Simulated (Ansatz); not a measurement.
# Resistivity from frozen vibrations: Cu(111) with 4 thermally displaced layers, 2x2

Wanted: the phonon-limited resistivity of Cu at 400 K by the Landauer route.

Calculated with Ansatz 0.2.0; Ansatz plane-wave DFT, PBE, PAW files; ballistic transport by layer matching (Landauer), zero bias; PAW set soft_1.

## (1) Starting point

The cell holds 40 atoms: 40 Cu. Cell: a = 5.112 Å, b = 5.112 Å, c = 20.923 Å, α = 93.5°, β = 86.5°, γ = 120.0°. It derives from Cu. Regions: lead, 24 atoms (24 Cu); scattering region, 16 atoms (16 Cu). The structure is stacked along c, and the current runs across the ab planes.

## (2) With 4 displaced layers

Each atom of 4 layers is moved at random, by amounts drawn from a normal law 0.0891 Å wide in each direction from the Debye model (343 K) at 400 K. The layers about the cell's end stay perfect and serve as the lead. Disorder leaves little or no symmetry, which makes such runs dear. Energies from -0.05 to 0.05 eV in steps of 0.05 eV are too few for the program's thermal sum, so it prints no conductance; for a metal the transmission near the Fermi level serves, at a fraction of the cost.

input.yaml reads:

```yaml
crystal:
  lattice:
    - [5.1123254594, 0.0, 0.0]
    - [-2.5561627297, 4.4274037203, 0.0]
    - [1.2780813649, -0.73790062, 20.8709812911]
  atoms:
    - { symbol: Cu, position: [0.9916666667, 0.0083333333, 0.05] }
    - { symbol: Cu, position: [0.9916666667, 0.5083333333, 0.05] }
    - { symbol: Cu, position: [0.4916666667, 0.0083333333, 0.05] }
    - { symbol: Cu, position: [0.4916666667, 0.5083333333, 0.05] }
    - { symbol: Cu, position: [0.1416666667, 0.3583333333, 0.15] }
    - { symbol: Cu, position: [0.1416666667, 0.8583333333, 0.15] }
    - { symbol: Cu, position: [0.6416666667, 0.3583333333, 0.15] }
    - { symbol: Cu, position: [0.6416666667, 0.8583333333, 0.15] }
    - { symbol: Cu, position: [0.2916666667, 0.2083333333, 0.25] }
    - { symbol: Cu, position: [0.2916666667, 0.7083333333, 0.25] }
    - { symbol: Cu, position: [0.7916666667, 0.2083333333, 0.25] }
    - { symbol: Cu, position: [0.7916666667, 0.7083333333, 0.25] }
    - { symbol: Cu, position: [0.9643989709, 0.087473815, 0.3423714831] }
    - { symbol: Cu, position: [0.9711645613, 0.5568113923, 0.3465836962] }
    - { symbol: Cu, position: [0.4169276696, 0.0363756476, 0.3490449238] }
    - { symbol: Cu, position: [0.4616294683, 0.5705455962, 0.3527257967] }
    - { symbol: Cu, position: [0.0452003317, 0.3778137383, 0.4566355072] }
    - { symbol: Cu, position: [0.1296728113, 0.953145359, 0.4551665113] }
    - { symbol: Cu, position: [0.5862970488, 0.4346548003, 0.452683554] }
    - { symbol: Cu, position: [0.5871574339, 0.8918301947, 0.4500118729] }
    - { symbol: Cu, position: [0.2479991955, 0.2763898378, 0.5505316635] }
    - { symbol: Cu, position: [0.2611644639, 0.7430772335, 0.5520118407] }
    - { symbol: Cu, position: [0.7425042287, 0.2400923082, 0.5449554104] }
    - { symbol: Cu, position: [0.7646616717, 0.7686344208, 0.5493060226] }
    - { symbol: Cu, position: [0.8915747328, 0.0949074228, 0.6510178646] }
    - { symbol: Cu, position: [0.882315186, 0.6128357392, 0.6542110892] }
    - { symbol: Cu, position: [0.3950350956, 0.1247042962, 0.6455834579] }
    - { symbol: Cu, position: [0.3729716247, 0.5807876959, 0.6495704477] }
    - { symbol: Cu, position: [0.0416666667, 0.4583333333, 0.75] }
    - { symbol: Cu, position: [0.0416666667, 0.9583333333, 0.75] }
    - { symbol: Cu, position: [0.5416666667, 0.4583333333, 0.75] }
    - { symbol: Cu, position: [0.5416666667, 0.9583333333, 0.75] }
    - { symbol: Cu, position: [0.1916666667, 0.3083333333, 0.85] }
    - { symbol: Cu, position: [0.1916666667, 0.8083333333, 0.85] }
    - { symbol: Cu, position: [0.6916666667, 0.3083333333, 0.85] }
    - { symbol: Cu, position: [0.6916666667, 0.8083333333, 0.85] }
    - { symbol: Cu, position: [0.8416666667, 0.1583333333, 0.95] }
    - { symbol: Cu, position: [0.8416666667, 0.6583333333, 0.95] }
    - { symbol: Cu, position: [0.3416666667, 0.1583333333, 0.95] }
    - { symbol: Cu, position: [0.3416666667, 0.6583333333, 0.95] }
kpoints:
  mp_grid: { grid: [5, 5, 1] }
hamiltonian:
  xc: pbe
  pseudopotentials: { kind: paw, azcp: { folder: soft_1 } }
scf:
  occupations: { method: fermi_dirac, width: 0.1 }
output:
  transmission:
    leads: [[0, 4]]
    kmesh: [10, 10]
    e_range: [-0.05, 0.05]
    de: 0.05
  write_potential: true
  write_density: true
  volumetric_format: npy
  elf: true
```

Run with:

```
ansatz run input.yaml --threads 4 --pin off --max-ram 15360MiB --backend cpu --events-out ev --progress --plain --runs-dir out
```

Numbers of over 12 decimals in the logs are rounded to 6 here.

The log of the run:

```text
Engine: ansatz 0.2.0, aarch64-unknown-linux-gnu
Pseudopotentials: kind: paw
Pseudopotential: Cu, paw, valence charge 19, recommended cutoff 420 eV (normal), soft_1/Cu.paw.azcp
Functional definition: PBE
  parameter kappa = 0.804
  parameter beta = 0.066725
  exchange = pbe_x(kappa = kappa, mu = beta*pi^2/3)
  correlation = pbe_c(beta = beta)
Crystal: 40 atoms, lattice volume = 472.401 Å³
Basis set: ecut = 420 eV, 9295 PW (Γ)
Bands: 456, of which v1, the nominal top of the filled ones, is band 380 counted from 1 (379 counted from 0)
Symmetry: 1 space group operations
Space group: P1 (ITA 1), of the structure as read, at distance tolerance 7.8e-5 Å
k-points: 13 of 25 (time reversal used)
Non-local potential: Cu, projectors of the file, l = 0: 3, l = 1: 2, l = 2: 3, l = 3: 1
PAW form: soft (Blöchl's): semilocal exchange-correlation on the pseudo side does not see the compensation charge
PAW one-centre angular grid: Cu, 590 points (default); XC on 64 Gauss nodes
Initial density: superposition of atomic densities (chi_scale 0.1, normalization cell)
Initial wavefunctions: pseudopotential atomic-orbital guess
Functional: x = pbe(κ = 0.804, μ = 0.219515), c = pbe(β = 0.066725)
SCF iter   1: F=—  HF=-265042.525482 eV  |F-HF|=—  |Δ(HF+E_count)|=         —  Δρ=2.67e-1  dr2=2.02e2  ethr=3.10e-3  ⟨swp⟩=4.9  Hψ=17996  notcnv=0  defer=15
preconditioner: auto → Kerker (q_TF=auto, 2.953 Å⁻¹)  [metal: Δε(μ)=0.009 eV  Ē_g=9.131 eV  σ=0.100 eV  W_gap=0.02  n_scr=218 (ndim 8)  ℏωp=35.8 eV  f_vac=0.000  D(μ)=22.86/eV (n_scr^D=218)]
SCF iter   2: F=—  HF=-265012.389933 eV  |F-HF|=—  |Δ(HF+E_count)|=    3.01e1  Δρ=7.30e-2  dr2=1.97e1  ethr=3.10e-3  ⟨swp⟩=2.0  Hψ=11059  notcnv=0  defer=696
SCF iter   3: F=—  HF=-265007.062547 eV  |F-HF|=—  |Δ(HF+E_count)|=    5.33e0  Δρ=4.45e-2  dr2=7.49e0  ethr=2.59e-3  ⟨swp⟩=2.0  Hψ=7033  notcnv=0  defer=710
SCF iter   4: F=—  HF=-265005.694349 eV  |F-HF|=—  |Δ(HF+E_count)|=    1.37e0  Δρ=8.78e-3  dr2=2.26e-1  ethr=9.85e-4  ⟨swp⟩=2.0  Hψ=8187  notcnv=0  defer=710
SCF iter   5: F=—  HF=-265006.035605 eV  |F-HF|=—  |Δ(HF+E_count)|=   3.41e-1  Δρ=3.35e-3  dr2=5.19e-2  ethr=2.97e-5  ⟨swp⟩=2.2  Hψ=9958  notcnv=0  defer=714
SCF iter   6: F=—  HF=-265006.038645 eV  |F-HF|=—  |Δ(HF+E_count)|=   3.04e-3  Δρ=1.09e-3  dr2=4.93e-3  ethr=6.83e-6  ⟨swp⟩=2.2  Hψ=10091  notcnv=0  defer=714
SCF iter   7: F=—  HF=-265006.041272 eV  |F-HF|=—  |Δ(HF+E_count)|=   2.63e-3  Δρ=2.50e-4  dr2=2.35e-4  ethr=6.49e-7  ⟨swp⟩=2.0  Hψ=10127  notcnv=0  defer=714
SCF iter   8: F=—  HF=-265006.041297 eV  |F-HF|=—  |Δ(HF+E_count)|=   2.52e-5  Δρ=9.65e-5  dr2=3.53e-5  ethr=3.09e-8  ⟨swp⟩=2.1  Hψ=9328  notcnv=0  defer=714
SCF iter   9: F=—  HF=-265006.041260 eV  |F-HF|=—  |Δ(HF+E_count)|=   3.69e-5  Δρ=7.45e-5  dr2=2.78e-5  ethr=4.64e-9  ⟨swp⟩=2.0  Hψ=10161  notcnv=0  defer=714
SCF iter  10: F=—  HF=-265006.041257 eV  |F-HF|=—  |Δ(HF+E_count)|=   3.15e-6  Δρ=1.55e-5  dr2=3.12e-6  ethr=3.66e-9  ⟨swp⟩=2.0  Hψ=10075  notcnv=0  defer=714
SCF iter  11: F=—  HF=-265006.041257 eV  |F-HF|=—  |Δ(HF+E_count)|=   6.29e-8  Δρ=3.14e-6  dr2=2.73e-7  ethr=4.10e-10  ⟨swp⟩=1.2  Hψ=5214  notcnv=0  defer=714
SCF iter  12: F=-265006.041257 eV  HF=-265006.041257 eV  |F-HF|=1.36e-8  |Δ(HF+E_count)|=   1.29e-8  Δρ=2.45e-6  dr2=2.33e-8  ethr=1.32e-11  ⟨swp⟩=7.1  Hψ=20436  notcnv=0
SCF 1 converged in 12 iterations: F = -265006.041257 eV  dr2 = 2.33e-8
  greatest PAW one-centre occupation: 1.000 electrons in one spin orbital (limit 2), on the Cu atom at site 17 (counted from 0), in its partial waves of l = 0
transmission: 162 of 1612 steps passed
transmission: 324 of 1612 steps passed
[...]
transmission: 1612 of 1612 steps passed
SCF converged after 12 iterations
Free energy (F): -265006.041257 eV
Harris-Foulkes:  -265006.041257 eV  (|F-HF|=1.36e-8)
Internal energy: -265005.543678 eV  (E = F + TS)
E sigma→0 (E₀):  -265005.792467 eV
Entropy (-TS):   -0.497579 eV (-12.439 meV/atom)
Fermi energy:    16.340340 eV
--- Per-component energies (eV) ---
  E_band       = -14698.739169
  E_kinetic    = 10477.176079
  E_local      = -180723.885776  (includes V_loc(G=0)·N_el)
  E_nonlocal   = 35592.542545
  E_hartree    = 76586.730557
  E_xc         = -2762.335344
  E_vxc        = -3567.035028  (∫ρ·V_xc dr)
  E_paw        = -72597.110464  (= ΣΔE_a)
  E_vpaw       = -29651.098316  (= ΣTr[D̂ρ^β])
  E_aug_tail   = 0.040604  (compensation charges beyond the density's cutoff)
  E_ewald      = -131578.701879
  E_smearing   = -0.497579  (= −TS)
  E_closure    = -0.000000  (closes the sum)
  Σ components = -265006.041257   (vs F -265006.041257, Δ=0.00e0)
--- Band table (eV; the first three rows and the last of 13) ---
  k-point 0: bands = [... 376 lower, 16.2375, 16.6685, 16.6698, 16.7160, 16.7263, 16.9560, 17.0835, 17.2204, ... 72 higher]
  k-point 1: bands = [... 376 lower, 15.9548, 16.0818, 16.1072, 16.2501, 16.3813, 16.4712, 16.4894, 16.5520, ... 72 higher]
  k-point 2: bands = [... 376 lower, 16.1151, 16.1452, 16.1882, 16.2281, 16.2863, 16.3929, 16.5498, 16.6658, ... 72 higher]
  k-point 12: bands = [... 376 lower, 15.3337, 15.9928, 16.0769, 16.2875, 16.3513, 16.6199, 16.8409, 17.6093, ... 72 higher]
--- Transmission ---
  basis      : 199 plane waves across, 31 finite elements along
  points     : 52, standing for a mesh of 10 x 10
  energies   : 3 from -0.050000 to 0.050000 eV about the Fermi level, 0.050000 eV apart; the leads are filled to 0.000000 eV, and channels, transmission and decay are at 0.000000 eV
  crystal 0  : Cu4, at the sites [0, 4], period 2.0871 Å, over 12.52 Å; its Hamiltonian steps by up to 3.0 meV
    offset         : up to 0.0000 Å between an atom of the period and one for which it stands
    channels       : 3.210000e0 a spin
    conductance    : none, the energies end too early or step too widely for 300 K: set another output.transmission.e_range or a lower de, or, where they end at an eighth of basis.ecutwfc, a higher one
  junction   : crystal 0 to crystal 0, 0.70 to 19.48 Å
    transmission   : 3.047874e0 a spin
    conductance    : none, the energies end too early or step too widely for 300 K: set another output.transmission.e_range or a lower de, or, where they end at an eighth of basis.ecutwfc, a higher one
```

Wall time 8.8 min (4 threads of Arm Neoverse V1, shared host); peak memory 4.9 GiB.

Reading the cycles: dr2 is the Hartree energy of the density residual (eV), the measure of convergence; HF is the Harris–Foulkes estimate of the energy, which meets the free energy F at convergence.

This step gave:

```yaml
free_energy: -265006.0413 eV
energy_at_zero_smearing: -265005.7925 eV
fermi_energy: 16.34 eV
cell_area: 22.63 Å²
transmission_per_spin_nearest_the_fermi_level: 3.048
open_channels_per_spin_nearest_the_fermi_level: 3.21
step_of_the_lead_s_potential: 3 meV
```

Per spin. Table of transmission, zone mean by energy, zero at the Fermi level:

```tsv
energy (eV)	transmission, zone mean
-0.0500	3.03
0.0000	3.05
0.0500	3.06
```

Per spin. The open channels, zone mean, lead stays at 3.21 for energy from -0.05 to 0.05 eV.

Transmission over k1 and k2. At 0.0000 eV from the Fermi level.

Ten even steps from '0' (2.50) to '9' (3.88):
```
3533363333
3353363333
3336063333
3331012333
9998222899
3333210133
3333360633
3333363353
3333363335
5333363333
```
Columns: k1 (b1) from -0.5 to 0.4; rows upwards: k2 (b2) from -0.5 to 0.4.

Open channels over k1 and k2. At 0.0000 eV from the Fermi level.

Values, 10 rows by 10 columns:
```
3.00 4.00 3.00 3.00 3.00 4.00 3.00 3.00 3.00 3.00
3.00 3.00 4.00 3.00 3.00 4.00 3.00 3.00 3.00 3.00
3.00 3.00 3.00 4.00 3.00 4.00 3.00 3.00 3.00 3.00
3.00 3.00 3.00 3.00 3.00 3.00 3.00 3.00 3.00 3.00
4.00 4.00 4.00 4.00 3.00 3.00 3.00 4.00 4.00 4.00
3.00 3.00 3.00 3.00 3.00 3.00 3.00 3.00 3.00 3.00
3.00 3.00 3.00 3.00 3.00 4.00 3.00 4.00 3.00 3.00
3.00 3.00 3.00 3.00 3.00 4.00 3.00 3.00 4.00 3.00
3.00 3.00 3.00 3.00 3.00 4.00 3.00 3.00 3.00 4.00
4.00 3.00 3.00 3.00 3.00 4.00 3.00 3.00 3.00 3.00
```
Columns: k1 (b1) from -0.5 to 0.4; rows upwards: k2 (b2) from -0.5 to 0.4.

ELF in the ca plane at fractional y = 0.125, with atoms of Cu within 0.2 Å of it. It is the smooth field of the valence electrons, not physical close to the nuclei.

Values, 8 rows by 16 columns, each cell a mean:
```
0.22 0.23 0.18 0.21 0.24 0.19 0.24 0.23 0.25 0.26 0.18 0.39 0.22 0.24 0.24 0.23
0.22 0.24 0.19 0.18 0.21 0.18 0.22 0.24 0.19 0.17 0.19 0.19 0.21 0.21 0.23 0.24
0.22 0.24 0.17 0.17 0.21 0.19 0.20 0.21 0.18 0.16 0.22 0.20 0.20 0.16 0.20 0.17
0.20 0.21 0.21 0.22 0.17 0.16 0.23 0.23 0.19 0.18 0.19 0.16 0.20 0.17 0.20 0.17
0.22 0.23 0.18 0.21 0.18 0.18 0.25 0.24 0.23 0.25 0.20 0.39 0.22 0.24 0.24 0.23
0.22 0.24 0.19 0.18 0.21 0.19 0.21 0.18 0.20 0.18 0.19 0.21 0.21 0.21 0.23 0.24
0.22 0.24 0.17 0.18 0.21 0.20 0.19 0.18 0.19 0.16 0.22 0.20 0.20 0.16 0.20 0.17
0.20 0.21 0.21 0.23 0.25 0.19 0.23 0.22 0.22 0.18 0.19 0.17 0.20 0.17 0.20 0.17
```
Columns run along c (16.0 Å, from fractional 0.12 to 0.88 of the cell), rows up along a (5.1 Å). Atoms in or near the plane, at fractional coordinates: Cu at (0.34, 0.96), Cu at (0.65, 0.89), Cu at (0.65, 0.40).

Electrostatic potential energy in the ca plane at fractional y = 0.125, with atoms of Cu within 0.2 Å of it. With pseudopotentials it is smooth inside the atoms' cores, unlike the true potential.

Values in eV, 8 rows by 16 columns, each cell a mean:
```
 16  17   9  11 -22 -13  17  16  17  16  -2 -39  10  17  18  16
 17  16 -19 -11  11  13  17  15   6   1   9 -18  14  15  18  16
 16  17  -9  -6  15  16  17  15  -3 -15  17  15  15  -1  15   7
 14  17  15  15  -6  -7  18  17  13   7   9  -2  16   4  15   6
 16  17   9  12 -11 -17  17  17  18  17 -10 -36  14  17  18  16
 17  16 -19 -11  11  10  14   6  13   8   2 -21  15  15  18  16
 16  17  -9  -6   9  13  14   2   7  -6  16  13  15  -1  15   7
 14  17  15  14 -24 -11  17  14  15  10  10  -8  14   4  15   6
```
Columns run along c (16.0 Å, from fractional 0.12 to 0.88 of the cell; values clipped at the 3rd and 97th percentile), rows up along a (5.1 Å). Atoms in or near the plane, at fractional coordinates: Cu at (0.34, 0.96), Cu at (0.65, 0.89), Cu at (0.65, 0.40).

Valence density in the ca plane at fractional y = 0.125, with atoms of Cu within 0.2 Å of it. It is the smooth field of the valence electrons, not physical close to the nuclei.

Values in e/Å³, 8 rows by 16 columns, each cell a mean:
```
 0  0  1  0 10  6  0  0  0  0  2 25  0  0  0  0
 0  0  5  4  0  0  0  0  1  1  1  5  0  0  0  0
 0  0  3  2  0  0  0  0  2  3  0  0  0  1  0  1
 0  0  0  0  2  2  0  0  0  1  1  1  0  1  0  1
 0  0  1  0  3  5  0  0  0  0  4 25  0  0  0  0
 0  0  5  4  0  1  0  1  0  1  1  7  0  0  0  0
 0  0  3  2  1  0  0  1  1  1  0  0  0  1  0  1
 0  0  0  0 11  5  0  0  0  0  0  2  0  1  0  1
```
Columns run along c (16.0 Å, from fractional 0.12 to 0.88 of the cell), rows up along a (5.1 Å). Atoms in or near the plane, at fractional coordinates: Cu at (0.34, 0.96), Cu at (0.65, 0.89), Cu at (0.65, 0.40).

Over the solved energies the transmission per spin lies between 3.03 and 3.06, out of 3.21 channels of the lead on average (up to 3.21).

(Continued in part 2 of 2.)

[Logs are printed without paths, hosts, clocks, repeated set-up lines and the standing remarks that a program may print on its own settings, such as how far it seeks lower states.]

[Hosts, paths, dates, database ids (printed as entryN), source tags and the programs' standing remarks are cut or masked in the printed files.]
